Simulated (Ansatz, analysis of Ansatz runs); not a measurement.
# Migration in Na2WO4 (Fd-3m): O_i hop between interstitial places, charge 0

Wanted: path and barrier of a jump of O in Na2WO4 (Fd-3m) at charge 0. The case: O_i hop between interstitial places, in a cell of 56 host atoms with 1 O put in.

Main program and level: Ansatz 0.2.0; plane-wave PAW DFT, PBEsol; nudged elastic band between two relaxed defect structures.

### 1. The starting structure

The cell holds 57 atoms: 16 Na, 8 W and 33 O. Its edges and angles: a = 9.109 Å, b = 9.109 Å, c = 9.109 Å, α = 90.0°, β = 90.0°, γ = 90.0°. It derives from Na2WO4 (space group Fd-3m). Nearest the centre at fractional (0.512, 0.512, 0.352): O52 at 1.35 Å, W24 at 1.36 Å, O57 at 1.46 Å, O53 at 1.64 Å, Na16 at 2.53 Å, O31 at 2.64 Å, O26 at 2.64 Å, Na9 at 2.71 Å.

The cell's shortest repeat is 9.1 Å.

### 2. Relaxation of the start point, charge 0

A barrier is counted from a minimum, so both ends are relaxed first. Small random displacements break the symmetry of the ideal sites, so that the defect can distort if it gains by it.

Contents of q0.start/input.yaml:

```yaml
crystal:
  lattice:
    - [9.1091061, 0.0, 0.0]
    - [0.0, 9.1091061, 0.0]
    - [0.0, 0.0, 9.1091061]
  atoms:
    - { symbol: Na, position: [0.125, 0.375, 0.375] }
    - { symbol: Na, position: [0.125, 0.875, 0.875] }
    - { symbol: Na, position: [0.625, 0.375, 0.875] }
    - { symbol: Na, position: [0.625, 0.875, 0.375] }
    - { symbol: Na, position: [0.375, 0.125, 0.375] }
    - { symbol: Na, position: [0.375, 0.625, 0.875] }
    - { symbol: Na, position: [0.875, 0.125, 0.875] }
    - { symbol: Na, position: [0.875, 0.625, 0.375] }
    - { symbol: Na, position: [0.375, 0.375, 0.125] }
    - { symbol: Na, position: [0.375, 0.875, 0.625] }
    - { symbol: Na, position: [0.875, 0.375, 0.625] }
    - { symbol: Na, position: [0.875, 0.875, 0.125] }
    - { symbol: Na, position: [0.125, 0.125, 0.125] }
    - { symbol: Na, position: [0.125, 0.625, 0.625] }
    - { symbol: Na, position: [0.625, 0.125, 0.625] }
    - { symbol: Na, position: [0.625, 0.625, 0.125] }
    - { symbol: W, position: [0.25, 0.25, 0.75] }
    - { symbol: W, position: [0.25, 0.75, 0.25] }
    - { symbol: W, position: [0.75, 0.25, 0.25] }
    - { symbol: W, position: [0.75, 0.75, 0.75] }
    - { symbol: W, position: [0.0, 0.0, 0.5] }
    - { symbol: W, position: [0.0, 0.5, 0.0] }
    - { symbol: W, position: [0.5, 0.0, 0.0] }
    - { symbol: W, position: [0.5, 0.5, 0.5] }
    - { symbol: O, position: [0.36328797, 0.13671203, 0.63671203] }
    - { symbol: O, position: [0.36328797, 0.63671203, 0.13671203] }
    - { symbol: O, position: [0.86328797, 0.13671203, 0.13671203] }
    - { symbol: O, position: [0.86328797, 0.63671203, 0.63671203] }
    - { symbol: O, position: [0.13671203, 0.36328797, 0.63671203] }
    - { symbol: O, position: [0.13671203, 0.86328797, 0.13671203] }
    - { symbol: O, position: [0.63671203, 0.36328797, 0.13671203] }
    - { symbol: O, position: [0.63671203, 0.86328797, 0.63671203] }
    - { symbol: O, position: [0.13671203, 0.13671203, 0.86328797] }
    - { symbol: O, position: [0.13671203, 0.63671203, 0.36328797] }
    - { symbol: O, position: [0.63671203, 0.13671203, 0.36328797] }
    - { symbol: O, position: [0.63671203, 0.63671203, 0.86328797] }
    - { symbol: O, position: [0.36328797, 0.36328797, 0.86328797] }
    - { symbol: O, position: [0.36328797, 0.86328797, 0.36328797] }
    - { symbol: O, position: [0.86328797, 0.36328797, 0.36328797] }
    - { symbol: O, position: [0.86328797, 0.86328797, 0.86328797] }
    - { symbol: O, position: [0.38671203, 0.11328797, 0.11328797] }
    - { symbol: O, position: [0.38671203, 0.61328797, 0.61328797] }
    - { symbol: O, position: [0.88671203, 0.11328797, 0.61328797] }
    - { symbol: O, position: [0.88671203, 0.61328797, 0.11328797] }
    - { symbol: O, position: [0.11328797, 0.38671203, 0.11328797] }
    - { symbol: O, position: [0.11328797, 0.88671203, 0.61328797] }
    - { symbol: O, position: [0.61328797, 0.38671203, 0.61328797] }
    - { symbol: O, position: [0.61328797, 0.88671203, 0.11328797] }
    - { symbol: O, position: [0.11328797, 0.11328797, 0.38671203] }
    - { symbol: O, position: [0.11328797, 0.61328797, 0.88671203] }
    - { symbol: O, position: [0.61328797, 0.11328797, 0.88671203] }
    - { symbol: O, position: [0.61328797, 0.61328797, 0.38671203] }
    - { symbol: O, position: [0.38671203, 0.38671203, 0.38671203] }
    - { symbol: O, position: [0.38671203, 0.88671203, 0.88671203] }
    - { symbol: O, position: [0.88671203, 0.38671203, 0.88671203] }
    - { symbol: O, position: [0.88671203, 0.88671203, 0.38671203] }
    - { symbol: O, position: [0.625, 0.398085, 0.351915] }
basis:
  ecutwfc: 420
  xc_grid: 2
hamiltonian:
  xc: pbesol
kpoints:
  mp_grid: { grid: [1, 1, 1], shift: [0.25, 0.25, 0.25] }
scf:
  occupations: { method: fixed }
  max_iter: 120
output:
  forces: true
relax:
  f_tol: 0.02
  max_steps: 70
  random_displacement: { amplitude: 0.03, seed: 5264 }
```

Run with:

```bash
$ ansatz run input.yaml --threads 4 --pin off --max-ram 14131MiB --backend cpu --events-out ev --progress --plain --runs-dir out
```

Numbers of over 12 decimals in the logs are rounded to 6 here.

The program printed:

```text
[... repeated set-up lines and file paths are left out, and long positions are rounded to six places ...]
The last accepted step is kept in <dir> (removed where the run ends without a failure and the disk answers)
Engine: ansatz 0.2.0, aarch64-unknown-linux-gnu
Pseudopotentials: kind: paw
Pseudopotential: Na, paw, valence charge 9, recommended cutoff 420 eV (normal), Na.paw.azcp
Pseudopotential: W, paw, valence charge 14, recommended cutoff 420 eV (normal), W.paw.azcp
Pseudopotential: O, paw, valence charge 6, recommended cutoff 420 eV (normal), O.paw.azcp
Functional definition: PBEsol
  exchange = pbesol_x
  correlation = pbesol_c
Crystal: 57 atoms, lattice volume = 755.835 Å³
Basis set: ecut = 420 eV, 14771 PW (Γ), exchange–correlation on 128×128×128 points (8 copies of the dense FFT grid, shifted against one another)
Bands: 284, of which v1, the nominal top of the filled ones, is band 227 counted from 1 (226 counted from 0)
Symmetry: 1 space group operations
k-points: 1
Non-local potential: Na, projectors of the file, l = 0: 3, l = 1: 2, l = 2: 1
Non-local potential: W, projectors of the file, l = 0: 3, l = 1: 2, l = 2: 2, l = 3: 1
Non-local potential: O, projectors of the file, l = 0: 2, l = 1: 2, l = 2: 1
PAW form: soft (Blöchl's): semilocal exchange-correlation on the pseudo side does not see the compensation charge
PAW frozen core: Na, regenerated for the run's functional, and the local potential with it (the file was generated under x = pbe(κ = 0.804, μ = 0.219515), c = pbe(β = 0.066725))
PAW frozen core: W, regenerated for the run's functional, and the local potential with it (the file was generated under x = pbe(κ = 0.804, μ = 0.219515), c = pbe(β = 0.066725))
PAW frozen core: O, regenerated for the run's functional, and the local potential with it (the file was generated under x = pbe(κ = 0.804, μ = 0.219515), c = pbe(β = 0.066725))
PAW one-centre angular grid: Na, 110 points (default); XC on 64 Gauss nodes
PAW one-centre angular grid: W, 590 points (default); XC on 64 Gauss nodes
PAW one-centre angular grid: O, 110 points (default); XC on 64 Gauss nodes
Initial density: superposition of atomic densities (neutral atoms: chi_scale 0, normalization atom), corrected by the library's trained network
Initial wavefunctions: pseudopotential atomic-orbital guess
Functional: x = pbesol(κ = 0.804, μ = 0.123457), c = pbesol(β = 0.046)
SCF iter   1: F=—  HF=-124206.917868 eV  |F-HF|=—  |Δ(HF+E_count)|=         —  Δρ=2.57e-2  dr2=3.92e0  ethr=1.77e-3  ⟨swp⟩=5.0  Hψ=814  notcnv=0  defer=52
preconditioner: auto → Resta (q_TF=auto, 2.506 Å⁻¹)  ε∞=3.5  [insulator: Δε(μ)=0.084 eV  Ē_g=16.081 eV  n_scr=202 (ndim 8)  ℏωp=25.6 eV  f_vac=0.049  ε∞_Penn≈3.5]
SCF iter   2: F=—  HF=-124207.400632 eV  |F-HF|=—  |Δ(HF+E_count)|=   4.83e-1  Δρ=3.83e-2  dr2=8.76e0  ethr=8.63e-4  ⟨swp⟩=2.0  Hψ=443  notcnv=0  defer=49
SCF iter   3: F=—  HF=-124206.377693 eV  |F-HF|=—  |Δ(HF+E_count)|=    1.02e0  Δρ=2.42e-2  dr2=2.01e0  ethr=8.63e-4  ⟨swp⟩=2.0  Hψ=306  notcnv=0  defer=54
SCF iter   4: F=—  HF=-124206.777860 eV  |F-HF|=—  |Δ(HF+E_count)|=   4.00e-1  Δρ=2.94e-2  dr2=5.09e0  ethr=4.42e-4  ⟨swp⟩=2.0  Hψ=367  notcnv=0  defer=52  recentre
SCF iter   5: F=—  HF=-124206.317719 eV  |F-HF|=—  |Δ(HF+E_count)|=   4.60e-1  Δρ=1.95e-2  dr2=1.36e0  ethr=4.42e-4  ⟨swp⟩=2.0  Hψ=306  notcnv=0  defer=53
SCF iter   6: F=—  HF=-124206.292643 eV  |F-HF|=—  |Δ(HF+E_count)|=   2.51e-2  Δρ=2.26e-2  dr2=2.16e0  ethr=2.99e-4  ⟨swp⟩=2.0  Hψ=236  notcnv=0  defer=49
SCF iter   7: F=—  HF=-124206.369049 eV  |F-HF|=—  |Δ(HF+E_count)|=   7.64e-2  Δρ=2.07e-2  dr2=1.76e0  ethr=2.99e-4  ⟨swp⟩=2.0  Hψ=236  notcnv=0  defer=50
SCF iter   8: F=—  HF=-124206.338893 eV  |F-HF|=—  |Δ(HF+E_count)|=   3.02e-2  Δρ=1.98e-2  dr2=1.57e0  ethr=2.99e-4  ⟨swp⟩=2.0  Hψ=307  notcnv=0  defer=52
SCF iter   9: F=—  HF=-124206.278398 eV  |F-HF|=—  |Δ(HF+E_count)|=   6.05e-2  Δρ=1.76e-2  dr2=1.22e0  ethr=2.99e-4  ⟨swp⟩=1.0  Hψ=233  notcnv=0  defer=51
SCF iter  10: F=—  HF=-124206.323563 eV  |F-HF|=—  |Δ(HF+E_count)|=   4.52e-2  Δρ=2.53e-2  dr2=1.94e0  ethr=2.68e-4  ⟨swp⟩=1.0  Hψ=233  notcnv=0  defer=51
SCF iter  11: F=—  HF=-124206.287974 eV  |F-HF|=—  |Δ(HF+E_count)|=   3.56e-2  Δρ=2.47e-2  dr2=1.95e0  ethr=2.68e-4  ⟨swp⟩=1.0  Hψ=233  notcnv=0  defer=51
SCF iter  12: F=—  HF=-124206.275609 eV  |F-HF|=—  |Δ(HF+E_count)|=   1.24e-2  Δρ=1.46e-2  dr2=6.30e-1  ethr=2.68e-4  ⟨swp⟩=1.0  Hψ=233  notcnv=0  defer=51
SCF iter  13: F=—  HF=-124206.270482 eV  |F-HF|=—  |Δ(HF+E_count)|=   5.13e-3  Δρ=1.42e-2  dr2=5.59e-1  ethr=1.39e-4  ⟨swp⟩=1.0  Hψ=233  notcnv=0  defer=51
SCF iter  14: F=—  HF=-124206.262252 eV  |F-HF|=—  |Δ(HF+E_count)|=   8.23e-3  Δρ=1.99e-2  dr2=1.20e0  ethr=1.23e-4  ⟨swp⟩=1.0  Hψ=233  notcnv=0  defer=51
SCF iter  15: F=—  HF=-124206.270444 eV  |F-HF|=—  |Δ(HF+E_count)|=   8.19e-3  Δρ=2.34e-2  dr2=2.26e0  ethr=1.23e-4  ⟨swp⟩=1.0  Hψ=233  notcnv=0  defer=51
SCF iter  16: F=—  HF=-124206.267378 eV  |F-HF|=—  |Δ(HF+E_count)|=   3.07e-3  Δρ=2.11e-2  dr2=1.76e0  ethr=1.23e-4  ⟨swp⟩=1.0  Hψ=233  notcnv=0  defer=51
SCF iter  17: F=—  HF=-124206.264412 eV  |F-HF|=—  |Δ(HF+E_count)|=   2.97e-3  Δρ=1.45e-2  dr2=4.78e-1  ethr=1.23e-4  ⟨swp⟩=1.0  Hψ=233  notcnv=0  defer=51
SCF iter  18: F=—  HF=-124206.265445 eV  |F-HF|=—  |Δ(HF+E_count)|=   1.03e-3  Δρ=2.44e-2  dr2=2.09e0  ethr=1.05e-4  ⟨swp⟩=1.0  Hψ=233  notcnv=0  defer=51  recentre
SCF iter  19: F=—  HF=-124206.262038 eV  |F-HF|=—  |Δ(HF+E_count)|=   3.41e-3  Δρ=2.13e-2  dr2=1.83e0  ethr=1.05e-4  ⟨swp⟩=1.0  Hψ=233  notcnv=0  defer=51
SCF iter  20: F=—  HF=-124206.264168 eV  |F-HF|=—  |Δ(HF+E_count)|=   2.13e-3  Δρ=1.80e-2  dr2=1.31e0  ethr=1.05e-4  ⟨swp⟩=1.0  Hψ=233  notcnv=0  defer=51
SCF iter  21: F=—  HF=-124206.262658 eV  |F-HF|=—  |Δ(HF+E_count)|=   1.51e-3  Δρ=1.75e-2  dr2=1.26e0  ethr=1.05e-4  ⟨swp⟩=1.0  Hψ=233  notcnv=0  defer=51
SCF iter  22: F=—  HF=-124206.265092 eV  |F-HF|=—  |Δ(HF+E_count)|=   2.43e-3  Δρ=2.34e-2  dr2=2.24e0  ethr=1.05e-4  ⟨swp⟩=1.0  Hψ=233  notcnv=0  defer=51
SCF iter  23: F=—  HF=-124206.262317 eV  |F-HF|=—  |Δ(HF+E_count)|=   2.77e-3  Δρ=2.03e-2  dr2=1.60e0  ethr=1.05e-4  ⟨swp⟩=1.0  Hψ=233  notcnv=0  defer=51
SCF iter  24: F=—  HF=-124206.262068 eV  |F-HF|=—  |Δ(HF+E_count)|=   2.50e-4  Δρ=1.72e-2  dr2=9.43e-1  ethr=1.05e-4  ⟨swp⟩=1.0  Hψ=233  notcnv=0  defer=51
SCF iter  25: F=—  HF=-124206.261704 eV  |F-HF|=—  |Δ(HF+E_count)|=   3.64e-4  Δρ=1.37e-2  dr2=4.16e-1  ethr=1.05e-4  ⟨swp⟩=1.0  Hψ=233  notcnv=0  defer=51
SCF iter  26: F=—  HF=-124206.263552 eV  |F-HF|=—  |Δ(HF+E_count)|=   1.85e-3  Δρ=2.13e-2  dr2=1.01e0  ethr=9.17e-5  ⟨swp⟩=1.0  Hψ=233  notcnv=0  defer=51  recentre
[...]
relax step   2: F+E_penalty+E_count = -124207.68691117 eV  Δ(F+E_penalty+E_count) = -1.416e0 eV  max|allowed force component| = 7.557e-1 eV/Å  Δτ_max = 0.1982 Å  (32 SCF iters, dr2 threshold 1.00e-4 eV, accepted)
relax step   3: F+E_penalty+E_count = -124207.89297593 eV  Δ(F+E_penalty+E_count) = -2.061e-1 eV  max|allowed force component| = 5.712e-1 eV/Å  Δτ_max = 0.1437 Å  (29 SCF iters, dr2 threshold 3.57e-5 eV, accepted)
relax step   4: F+E_penalty+E_count = -124208.14315231 eV  Δ(F+E_penalty+E_count) = -2.502e-1 eV  max|allowed force component| = 1.664e0 eV/Å  Δτ_max = 0.2000 Å  (11 SCF iters, dr2 threshold 2.04e-5 eV, accepted)
relax step   5: F+E_penalty+E_count = -124208.55109509 eV  Δ(F+E_penalty+E_count) = -4.079e-1 eV  max|allowed force component| = 1.883e0 eV/Å  Δτ_max = 0.1972 Å  (8 SCF iters, dr2 threshold 1.00e-4 eV, accepted)
relax step   6: F+E_penalty+E_count = -124209.07020077 eV  Δ(F+E_penalty+E_count) = -5.191e-1 eV  max|allowed force component| = 1.707e0 eV/Å  Δτ_max = 0.1943 Å  (8 SCF iters, dr2 threshold 1.00e-4 eV, accepted)
relax step   7: F+E_penalty+E_count = -124209.55671921 eV  Δ(F+E_penalty+E_count) = -4.865e-1 eV  max|allowed force component| = 1.062e0 eV/Å  Δτ_max = 0.1948 Å  (7 SCF iters, dr2 threshold 1.00e-4 eV, accepted)
relax step   8: F+E_penalty+E_count = -124209.72432796 eV  Δ(F+E_penalty+E_count) = -1.676e-1 eV  max|allowed force component| = 1.195e0 eV/Å  Δτ_max = 0.1696 Å  (7 SCF iters, dr2 threshold 1.00e-4 eV, accepted)
relax step   9: F+E_penalty+E_count = -124209.90229441 eV  Δ(F+E_penalty+E_count) = -1.780e-1 eV  max|allowed force component| = 9.426e-1 eV/Å  Δτ_max = 0.1521 Å  (6 SCF iters, dr2 threshold 1.00e-4 eV, accepted)
relax step  10: F+E_penalty+E_count = -124210.06511636 eV  Δ(F+E_penalty+E_count) = -1.628e-1 eV  max|allowed force component| = 1.042e0 eV/Å  Δτ_max = 0.1962 Å  (6 SCF iters, dr2 threshold 1.00e-4 eV, accepted)
relax step  11: F+E_penalty+E_count = -124210.15940247 eV  Δ(F+E_penalty+E_count) = -9.429e-2 eV  max|allowed force component| = 3.572e-1 eV/Å  Δτ_max = 0.2000 Å  (7 SCF iters, dr2 threshold 1.00e-4 eV, accepted)
relax step  12: F+E_penalty+E_count = -124210.14246588 eV  Δ(F+E_penalty+E_count) = +1.694e-2 eV  max|allowed force component| = 1.172e0 eV/Å  Δτ_max = 0.0712 Å  (7 SCF iters, dr2 threshold 1.50e-5 eV, rejected (line search))
relax step  13: F+E_penalty+E_count = -124210.18297672 eV  Δ(F+E_penalty+E_count) = -2.357e-2 eV  max|allowed force component| = 1.024e-1 eV/Å  Δτ_max = 0.0350 Å  (9 SCF iters, accepted)
relax step  14: F+E_penalty+E_count = -124210.20288439 eV  Δ(F+E_penalty+E_count) = -1.991e-2 eV  max|allowed force component| = 5.343e-2 eV/Å  Δτ_max = 0.1000 Å  (8 SCF iters, dr2 threshold 8.62e-7 eV, accepted)
SCF iter   1: F=—  HF=-124210.208891 eV  |F-HF|=—  |Δ(HF+E_count)|=         —  Δρ=4.94e-3  dr2=4.89e-2  ethr=1.17e-4  ⟨swp⟩=4.0  Hψ=518  notcnv=0  defer=55
SCF iter   2: F=—  HF=-124210.202096 eV  |F-HF|=—  |Δ(HF+E_count)|=   6.79e-3  Δρ=2.56e-3  dr2=1.40e-2  ethr=1.08e-5  ⟨swp⟩=3.0  Hψ=485  notcnv=0  defer=55
SCF iter   3: F=—  HF=-124210.200781 eV  |F-HF|=—  |Δ(HF+E_count)|=   1.31e-3  Δρ=1.24e-3  dr2=4.69e-3  ethr=3.09e-6  ⟨swp⟩=3.0  Hψ=416  notcnv=0  defer=54
SCF iter   4: F=—  HF=-124210.200218 eV  |F-HF|=—  |Δ(HF+E_count)|=   5.63e-4  Δρ=1.72e-4  dr2=1.54e-4  ethr=1.03e-6  ⟨swp⟩=2.0  Hψ=415  notcnv=0  defer=51
SCF iter   5: F=—  HF=-124210.200222 eV  |F-HF|=—  |Δ(HF+E_count)|=   4.14e-6  Δρ=1.09e-4  dr2=8.29e-5  ethr=3.39e-8  ⟨swp⟩=2.0  Hψ=413  notcnv=0  defer=50
SCF iter   6: F=—  HF=-124210.206046 eV  |F-HF|=—  |Δ(HF+E_count)|=   5.82e-3  Δρ=3.00e-5  dr2=4.34e-6  ethr=1.83e-8  ⟨swp⟩=2.0  Hψ=453  notcnv=0  defer=50
SCF iter   7: F=—  HF=-124210.206049 eV  |F-HF|=—  |Δ(HF+E_count)|=   2.77e-6  Δρ=1.31e-5  dr2=1.08e-6  ethr=9.55e-10  ⟨swp⟩=2.0  Hψ=413  notcnv=0  defer=50
SCF iter   8: F=—  HF=-124210.206049 eV  |F-HF|=—  |Δ(HF+E_count)|=   3.85e-7  Δρ=7.36e-6  dr2=4.42e-7  ethr=2.39e-10  ⟨swp⟩=2.0  Hψ=413  notcnv=0  defer=50
SCF iter   9: F=-124210.206049 eV  HF=-124210.206049 eV  |F-HF|=2.50e-9  |Δ(HF+E_count)|=   5.09e-8  Δρ=2.81e-6  dr2=4.03e-8  ethr=2.20e-11  ⟨swp⟩=3.0  Hψ=864  notcnv=0
SCF 15 converged in 9 iterations: F = -124210.206049 eV  dr2 = 4.03e-8
relax step  15: F+E_penalty+E_count = -124210.20604890 eV  Δ(F+E_penalty+E_count) = -3.165e-3 eV  max|allowed force component| = 1.524e-2 eV/Å  Δτ_max = 0.0460 Å  (9 SCF iters, accepted)
NSCF: frozen V_eff on 1 k-points
the band table was solved once a step of the walk had ended and its energy, with any forces and stress, was formed, with the checks that follow a solve (1145 applications of the Hamiltonian). They found nothing against the state; [...]
SCF converged after 9 iterations
Free energy (F): -124210.206049 eV
Harris-Foulkes:  -124210.206049 eV  (|F-HF|=2.50e-9)
Internal energy: -124210.206049 eV  (E = F + TS)
E sigma→0 (E₀):  -124210.206049 eV
Fermi energy:    5.372414 eV
--- Per-component energies (eV) ---
  E_band       = -5780.054973
  E_kinetic    = 11271.112175
  E_local      = -40369.933902  (includes V_loc(G=0)·N_el)
  E_nonlocal   = 3469.869735
  E_hartree    = 14208.900031
  E_xc         = -5124.324249
  E_vxc        = -5764.778807  (∫ρ·V_xc dr)
  E_paw        = -76562.307873  (= ΣΔE_a)
  E_vpaw       = -2804.217057  (= ΣTr[D̂ρ^β])
  E_aug_tail   = 0.081170  (compensation charges beyond the density's cutoff)
  E_ewald      = -31107.417075
  E_core_change = 3.813939  (= ΣΔE_core)
  E_smearing   = -0.000000  (= −TS)
  E_closure    = -0.000000  (closes the sum)
  Σ components = -124210.206049   (vs F -124210.206049, Δ=0.00e0)
--- Forces (eV/Å), atoms counted from 1 ---
  atom   1  Na     0.00031404     0.00032677     0.00046821
  atom   2  Na     0.00096478     0.00077173     0.00116022
  [... 6 atoms left out ...]
  atom   9  Na     0.00542279    -0.00105155     0.00479101
  [... 6 atoms left out ...]
  atom  16  Na    -0.00123231     0.01523881    -0.00398692
  [... 7 atoms left out ...]
  atom  24  W     -0.00457726    -0.00201260     0.00823579
  [... 1 atom left out ...]
  atom  26  O      0.00622803    -0.00675907    -0.00465780
  [... 4 atoms left out ...]
  atom  31  O      0.00016213    -0.00341590    -0.00135804
  [... 10 atoms left out ...]
  atom  42  O      0.00238597     0.00058615    -0.00063382
  [... 4 atoms left out ...]
  atom  47  O     -0.00170567    -0.00119516     0.00439122
  [... 4 atoms left out ...]
  atom  52  O      0.00369983     0.00898036    -0.00727849
  atom  53  O     -0.00198034     0.00010861    -0.00106980
  [... 3 atoms left out ...]
  atom  57  O     -0.01283030    -0.01078949     0.00472082
  max |Σ_I F_I| component: 1.34e-4 eV/Å
--- Band table (eV) ---
  k-point 0: bands = ["-68.7481", "-68.3672", "-68.3517", "-68.3502", [... 276 left out ...] "14.6072", "14.6623", "14.7486", "14.9191"]
--- Relaxed structure (15 steps of the walk, 14 accepted, 0 SCFs on fresh bases) ---
  F+E_penalty+E_count = -124210.20604890 eV   max|allowed force component| = 1.524e-2 eV/Å
  atoms:
    - { symbol: Na, position: [0.126472, 0.374832, 0.378765] }
    - { symbol: Na, position: [0.124409, 0.876802, 0.879487] }
    [... 6 atoms left out ...]
    - { symbol: Na, position: [0.373008, 0.377789, 0.126877] }
    [... 6 atoms left out ...]
    - { symbol: Na, position: [0.621845, 0.647642, 0.122475] }
    [... 7 atoms left out ...]
    - { symbol: W, position: [0.497907, 0.501630, 0.499941] }
    [... 1 atom left out ...]
    - { symbol: O, position: [0.362265, 0.639525, 0.139047] }
    [... 4 atoms left out ...]
    - { symbol: O, position: [0.632845, 0.299195, 0.090033] }
    [... 10 atoms left out ...]
    - { symbol: O, position: [0.387100, 0.611630, 0.618536] }
    [... 4 atoms left out ...]
    - { symbol: O, position: [0.614999, 0.386209, 0.607276] }
    [... 4 atoms left out ...]
    - { symbol: O, position: [0.609200, 0.621498, 0.391629] }
    - { symbol: O, position: [0.380738, 0.388912, 0.390007] }
    [... 3 atoms left out ...]
    - { symbol: O, position: [0.633675, 0.416014, 0.206890] }
```

It took 2.5 min on 4 threads of Arm Neoverse V2, shared host; peak memory 1.4 GiB; 9.3 min of CPU time.

Relaxation path:

```csv
step,energy less that of the first step (eV),largest force component (eV/Å)
1,0.0000,3.3470
2,-1.4162,0.7557
3,-1.6223,0.5712
4,-1.8725,1.6643
5,-2.2804,1.8827
6,-2.7995,1.7075
7,-3.2860,1.0620
8,-3.4536,1.1954
9,-3.6316,0.9426
10,-3.7944,1.0417
11,-3.8887,0.3572
12,-3.8718,1.1719
13,-3.9123,0.1024
14,-3.9322,0.0534
15,-3.9354,0.0152
```

Relaxation step 12 was tried and not accepted.

The atoms that moved most (Å, from the sites as typed, ahead of the random displacement, the mean shift of all atoms taken out):

```csv
atom,dx,dy,dz,length
O57,0.078,0.161,-1.323,1.335
O31,-0.036,-0.586,-0.428,0.727
Na16,-0.030,0.204,-0.025,0.207
Na3,-0.029,0.063,-0.162,0.176
O27,0.083,-0.037,0.122,0.152
O39,0.087,-0.084,0.081,0.146
O35,0.079,-0.047,0.089,0.128
O48,0.015,0.097,0.048,0.110
```

Neighbours of O57 at the end:

```csv
atom,distance (Å)
O31,1.505
W19,1.966
Na16,2.248
Na9,2.508
O52,2.527
O39,2.709
O53,2.855
O35,3.002
W24,3.044
O44,3.046
```

Among the atoms that came to bonding distance: O31–O57 1.51 Å (from 1.99).

Read from the output:

| Item | Value |
| --- | --- |
| free energy | -124210.2060 eV |
| r.m.s. move of the farther half of the atoms | 0.05453 Å |
| largest move from the ideal geometry of this structure, a common shift of the far atoms taken out | 1.370 Å |

The relaxation gained 3.935 eV and ended with a largest force component of 0.015 eV/Å.

(Part 1 of 5 ends here.)

[Logs are printed without paths, hosts, clocks, repeated set-up lines and the standing remarks that a program may print on its own settings, such as how far it seeks lower states.]

[Hosts, paths, dates, database ids (printed as entryN), source tags and the programs' standing remarks are cut or masked in the printed files.]
